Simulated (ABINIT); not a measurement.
# A GW chain in ABINIT: WS2 (Tungstenite)

Aim: the G0W0 gap of WS2 (Tungstenite) on LDA, step by step.

Main program and level: ABINIT 10.8.3; LDA and many-body steps on it, plane waves.

## (1) Set-up

It takes space group P6_3/mmc (No. 194, hexagonal). The conventional cell has a = 3.153 Å, b = 3.153 Å, c = 12.323 Å, α = 90.00°, β = 90.00°, γ = 120.00°. W has 6 S at 2.40 Å nearest. S has 3 W at 2.40 Å nearest. Farther neighbours and most contacts between anions are not listed.

The cell and positions come from the Crystallography Open Database and are kept as given unless a step says otherwise. Spin-orbit coupling is left out unless a step names it.

## (2) Ground state

This step: ABINIT 10.8.3; DFT, LDA, plane waves, norm-conserving pseudopotentials.

The ground-state density comes first.

run.abi

```
acell 3*1.0 Angstrom
rprim 
  3.153199999992 0.000000000002 0.000000000000
  -1.576599999998 2.730751303206 0.000000000000
  0.000000000000 0.000000000000 12.323000000000
ntypat 2
znucl 74 16
natom 6
typat 1 1 2 2 2 2
xred 
  0.333333333333 0.666666666667 0.250000000000
  0.666666666667 0.333333333333 0.750000000000
  0.333333333333 0.666666666667 0.622500000000
  0.666666666667 0.333333333333 0.122500000000
  0.333333333333 0.666666666667 0.877500000000
  0.666666666667 0.333333333333 0.377500000000
pp_dirpath "pseudos"
pseudos "W.upf, S.upf"
ecut 29
ngkpt 6 6 2
nshiftk 1
shiftk 0 0 0
kptopt 1
chksymbreak 0
nband 33
occopt 1
tolvrs 1e-10
nstep 60
prtwf 0
indata_prefix "in"
outdata_prefix "out"
tmpdata_prefix "tmp"
```

Launch:

```bash
OMP_NUM_THREADS=1 mpirun -n 4 abinit run.abi > log
```

Numbers of over 12 decimals in the logs are rounded to 6 here.

What it wrote:

```text
.Version 10.8.3 of ABINIT. v10.8.2 released Aug 2026.

 Symmetries : space group P6_3/m m c (#194); Bravais hP (primitive hexag.)
================================================================================
 Values of the parameters that define the memory need of the present run
     intxc =       0    ionmov =       0      iscf =       7    lmnmax =       8
     lnmax =       8     mgfft =     120  mpssoang =       4    mqgrid =    5646
     natom =       6  nloc_mem =       1    nspden =       1   nspinor =       1
    nsppol =       1      nsym =      24    n1xccc =    2501    ntypat =       2
    occopt =       1   xclevel =       1
-    mband =          33        mffmem =           1         mkmem =           4
       mpw =        5373          nfft =      108000          nkpt =          14
================================================================================
  Rough estimation (10% accuracy) of disk space for files :
================================================================================

--------------------------------------------------------------------------------
------------- Echo of variables that govern the present computation ------------
--------------------------------------------------------------------------------
 -outvars: echo values of preprocessed input variables --------
            acell      1.8897261259E+00  1.8897261259E+00  1.8897261259E+00 Bohr

      chksymbreak           0
             ecut      2.90000000E+01 Hartree
-          fftalg         312

              ixc       -1012
              kpt      0.00000000E+00  0.00000000E+00  0.00000000E+00
                       1.66666667E-01  0.00000000E+00  0.00000000E+00
                       3.33333333E-01  0.00000000E+00  0.00000000E+00
                       5.00000000E-01  0.00000000E+00  0.00000000E+00
                       1.66666667E-01  1.66666667E-01  0.00000000E+00
                       3.33333333E-01  1.66666667E-01  0.00000000E+00
                       3.33333333E-01  3.33333333E-01  0.00000000E+00
                       0.00000000E+00  0.00000000E+00  5.00000000E-01
                       1.66666667E-01  0.00000000E+00  5.00000000E-01
                       3.33333333E-01  0.00000000E+00  5.00000000E-01
                       5.00000000E-01  0.00000000E+00  5.00000000E-01
[...]
kptrlatt        6    0    0      0    6    0      0    0    2
          kptrlen      3.57521065E+01
P           mkmem           4
            natom           6
            nband          33
            ngfft          30      30     120
             nkpt          14
            nstep          60
             nsym          24
           ntypat           2
              occ      2.000000  2.000000  2.000000  2.000000  2.000000  2.000000
                       2.000000  2.000000  2.000000  2.000000  2.000000  2.000000
                       2.000000  2.000000  2.000000  2.000000  2.000000  2.000000
                       2.000000  2.000000  2.000000  2.000000  2.000000  2.000000
                       2.000000  2.000000  0.000000  0.000000  0.000000  0.000000
[...]
prtwf           0
            rprim      3.1532000000E+00  2.0000000000E-12  0.0000000000E+00
[...]
spgroup         194

           tolvrs      1.00000000E-10

             xred      3.3333333333E-01  6.6666666667E-01  2.5000000000E-01
[...]
znucl       74.00000   16.00000

================================================================================

 chkinp: Checking input parameters for consistency.

================================================================================
== DATASET  1 ==================================================================
-   mpi_nproc: 4, omp_nthreads: 1 (-1 if OMP is not activated)

--- !DatasetInfo
iteration_state: {dtset: 1, }
dimensions: {natom: 6, nkpt: 14, mband: 33, nsppol: 1, nspinor: 1, nspden: 1, mpw: 5373, }
cutoff_energies: {ecut:  29.0, pawecutdg:  -1.0, }
electrons: {nelect:   5.20000000E+01, charge:   0.00000000E+00, occopt:   1.00000000E+00, tsmear:   1.00000000E-02, }

 Real(R)+Recip(G) space primitive vectors, cartesian coordinates (Bohr,Bohr^-1):
 R(1)=  5.9586844  0.0000000  0.0000000  G(1)=  0.1678223  0.0968922  0.0000000
 R(2)= -2.9793422  5.1603721  0.0000000  G(2)=  0.0000000  0.1937845  0.0000000
 R(3)=  0.0000000  0.0000000 23.2870950  G(3)=  0.0000000  0.0000000  0.0429422
 Unit cell volume ucvol=  7.1605555E+02 bohr^3
 Angles (23,13,12)=  9.00000000E+01  9.00000000E+01  1.20000000E+02 degrees

 getcut: wavevector=  0.0000  0.0000  0.0000  ngfft=  30  30 120
         ecut(hartree)=     29.000   => boxcut(ratio)=   2.07840

--- Pseudopotential description ------------------------------------------------
- W Generated using ONCVPSP code by D. R. Hamann
- 74.00000  14.00000  180309                  znucl, zion, pspdat
12 -1012 3 -1 1380                            pspcod,pspxc,lmax,lloc,mmax
     nproj     2     2     2     2
  pspatm : epsatm=   11.27607432
         --- l  ekb(1:nproj) -->
[...]
pspatm: atomic psp has been read  and splines computed

- S Generated using ONCVPSP code by D. R. Hamann
- 16.00000   6.00000  180309                  znucl, zion, pspdat
[...]
ETOT  7  -196.28504494254    -1.022E-07 9.011E-04 1.242E-05
 ETOT  8  -196.28504494455    -2.010E-09 7.640E-04 1.030E-07
 ETOT  9  -196.28504494460    -5.096E-11 3.944E-04 4.821E-08
 ETOT 10  -196.28504494461    -7.702E-12 2.762E-04 1.513E-09
 ETOT 11  -196.28504494461    -3.695E-13 1.349E-04 4.111E-11

 At SCF step   11       vres2   =  4.11E-11 < tolvrs=  1.00E-10 =>converged.

 Cartesian components of stress tensor (hartree/bohr^3)
  sigma(1 1)=  1.49111571E-04  sigma(3 2)=  0.00000000E+00
  sigma(2 2)=  1.49111571E-04  sigma(3 1)=  0.00000000E+00
  sigma(3 3)=  1.52995643E-04  sigma(2 1)=  0.00000000E+00

--- !ResultsGS
iteration_state: {dtset: 1, }
comment   : Summary of ground state results
lattice_vectors:
- [  5.9586844,   0.0000000,   0.0000000, ]
- [ -2.9793422,   5.1603721,   0.0000000, ]
- [  0.0000000,   0.0000000,  23.2870950, ]
lattice_lengths: [   5.95868,    5.95868,   23.28710, ]
lattice_angles: [ 90.000,  90.000, 120.000, ] # degrees, (23, 13, 12)
lattice_volume:   7.1605555E+02
convergence: {deltae: -3.695E-13, res2:  4.111E-11, residm:  1.349E-04, diffor: null, }
etotal    :  -1.96285045E+02
entropy   :   0.00000000E+00
fermie    :   3.42603166E-01
cartesian_stress_tensor: # hartree/bohr^3
- [  1.49111571E-04,   0.00000000E+00,   0.00000000E+00, ]
- [  0.00000000E+00,   1.49111571E-04,   0.00000000E+00, ]
- [  0.00000000E+00,   0.00000000E+00,   1.52995643E-04, ]
pressure_GPa:  -4.4251E+00
xred      :
- [  3.3333E-01,   6.6667E-01,   2.5000E-01,  W]
- [  6.6667E-01,   3.3333E-01,   7.5000E-01,  W]
- [  3.3333E-01,   6.6667E-01,   6.2250E-01,  S]
- [  6.6667E-01,   3.3333E-01,   1.2250E-01,  S]
- [  3.3333E-01,   6.6667E-01,   8.7750E-01,  S]
- [  6.6667E-01,   3.3333E-01,   3.7750E-01,  S]
cartesian_forces: # hartree/bohr
- [ -4.70714436E-30,  -4.34827370E-30,  -2.89120579E-19, ]
- [  3.76571549E-30,   5.43534212E-31,  -2.89120579E-19, ]
- [ -1.88285774E-30,   5.43534212E-31,   7.44270328E-03, ]
- [ -4.70714436E-31,  -2.71767106E-31,   7.44270328E-03, ]
- [  9.41428871E-31,   5.43534212E-31,  -7.44270328E-03, ]
- [  2.35357218E-30,   2.98943817E-30,  -7.44270328E-03, ]
force_length_stats: {min:   2.89120579E-19, max:   7.44270328E-03, mean:   4.96180219E-03, }

 Integrated electronic density in atomic spheres:
 ------------------------------------------------
 Atom  Sphere_radius  Integrated_density
[...]
================================================================================

 ----iterations are completed or convergence reached----

 Mean square residual over all n,k,spin=   93.867E-08; max=  13.489E-05
 reduced coordinates (array xred) for    6 atoms
[...]
0.666666666667      0.333333333333      0.750000000000
       0.333333333333      0.666666666667      0.622500000000
       0.666666666667      0.333333333333      0.122500000000
       0.333333333333      0.666666666667      0.877500000000
       0.666666666667      0.333333333333      0.377500000000
 rms dE/dt=  8.1703E-02; max dE/dt=  1.7332E-01; dE/dt below (all hartree)
    1       0.000000000000      0.000000000000      0.000000000000
    2      -0.000000000000      0.000000000000     -0.000000000000
    3       0.000000000000      0.000000000000     -0.173318938691
    4       0.000000000000      0.000000000000     -0.173318938691
    5       0.000000000000      0.000000000000      0.173318938691
    6      -0.000000000000      0.000000000000      0.173318938691

 cartesian coordinates (angstrom) at end:
    1     -1.33e-12     1.820501     3.080750
    2      1.576600     0.910250     9.242250
    3     -1.33e-12     1.820501     7.671068
    4      1.576600     0.910250     1.509567
[...]
cartesian forces (hartree/bohr) at end:
[...]
frms,max,avg= 3.5085240E-03 7.4427033E-03   0.000E+00  0.000E+00  0.000E+00 h/b

 cartesian forces (eV/Angstrom) at end:
[...]
2      0.000000     0.000000    -0.000000
    3     -0.000000     0.000000     0.382719
    4     -0.000000    -0.000000     0.382719
    5      0.000000     0.000000    -0.382719
    6      0.000000     0.000000    -0.382719
 frms,max,avg= 1.8041556E-01 3.8271919E-01   0.000E+00  0.000E+00  0.000E+00 e/A
 length scales=  1.889726125908  1.889726125908  1.889726125908 bohr
              =  1.000000000000  1.000000000000  1.000000000000 angstroms
 prteigrs : about to open file out_EIG
 Fermi (or HOMO) energy (hartree) =   0.34260   Average Vxc (hartree)=  -0.42264
 Eigenvalues (hartree) for nkpt=  14  k points:
 kpt#   1, nband= 33, wtk=  0.01389, kpt=  0.0000  0.0000  0.0000 (reduced coord)
  -2.39859   -2.39859   -1.08515   -1.08515   -1.07791   -1.07791   -1.07790   -1.07790
  -0.22980   -0.22105   -0.17277   -0.15605    0.06125    0.10127    0.19981    0.21492
   0.21492    0.21542    0.21542    0.26047    0.26047    0.26244    0.26244    0.28890
   0.29574    0.34260    0.42693    0.42706    0.42731    0.42778    0.42943    0.43139
   0.43643
 prteigrs : prtvol=0 or 1, do not print more k-points.

--- !EnergyTerms
iteration_state     : {dtset: 1, }
comment             : Components of total free energy in Hartree
kinetic             :  5.62906969129585E+01
hartree             :  5.12847839726938E+01
xc                  : -4.57024051665024E+01
Ewald energy        : -1.20345391836037E+02
psp_core            :  4.14936737777677E+00
local_psp           : -1.73501124928878E+02
non_local_psp       :  3.15390287233830E+01
total_energy        : -1.96285044944606E+02
total_energy_eV     : -5.34118817229741E+03
band_energy         : -1.82575687530673E+01

 Cartesian components of stress tensor (hartree/bohr^3)
  sigma(1 1)=  1.49111571E-04  sigma(3 2)=  0.00000000E+00
  sigma(2 2)=  1.49111571E-04  sigma(3 1)=  0.00000000E+00
  sigma(3 3)=  1.52995643E-04  sigma(2 1)=  0.00000000E+00

-Cartesian components of stress tensor (GPa)         [Pressure= -4.4251E+00 GPa]
- sigma(1 1)=  4.38701389E+00  sigma(3 2)=  0.00000000E+00
- sigma(2 2)=  4.38701389E+00  sigma(3 1)=  0.00000000E+00
- sigma(3 3)=  4.50128722E+00  sigma(2 1)=  0.00000000E+00

== END DATASET(S) ==============================================================
================================================================================

 -outvars: echo values of variables after computation  --------
           etotal     -1.9628504494E+02
            nband          33
             nkpt          14
          spgroup         194
 [... the other variables as echoed above ...]

 Calculation completed.
```

Run time: 29 s. Hardware: 4 MPI ranks of Arm Neoverse V2, shared host; peak memory 0.36 GiB.

This step gave:

- total energy: -5341.1882 eV
- gap: 0.9078 eV
- k of the valence top: 0, 0, 0
- k of the conduction bottom: 0.1667, 0.1667, 0
- least direct gap: 1.813 eV
- pressure: -4.425 GPa

The gap is indirect, with the least direct gap 0.91 eV higher.

The cutoff was set for levels, not for stress, so the pressure can be off by some GPa.

(Continued in part 2 of 3.)

[Paths, hosts, dates, memory and timing lines, banners, echoed tables and standing remarks are left out of the program output.]

[Logs are printed without paths, hosts, clocks, repeated set-up lines and the standing remarks that a program may print on its own settings, such as how far it seeks lower states.]

[Runs of the session that timed out or met a known fault of the program may be left out.]

[Hosts, paths, dates, database ids (printed as entryN), source tags and the programs' standing remarks are cut or masked in the printed files.]

[G0W0 gaps are taken among the corrected bands and points alone; a level outside them can change the order at an edge.]

[Where Ansatz stands beside ABINIT at settings called matched, ABINIT's density can come from a denser mesh and the files from another edition; pairs whose starting gaps differed by over 0.03 eV were left out, so agreement reads better than it is.]
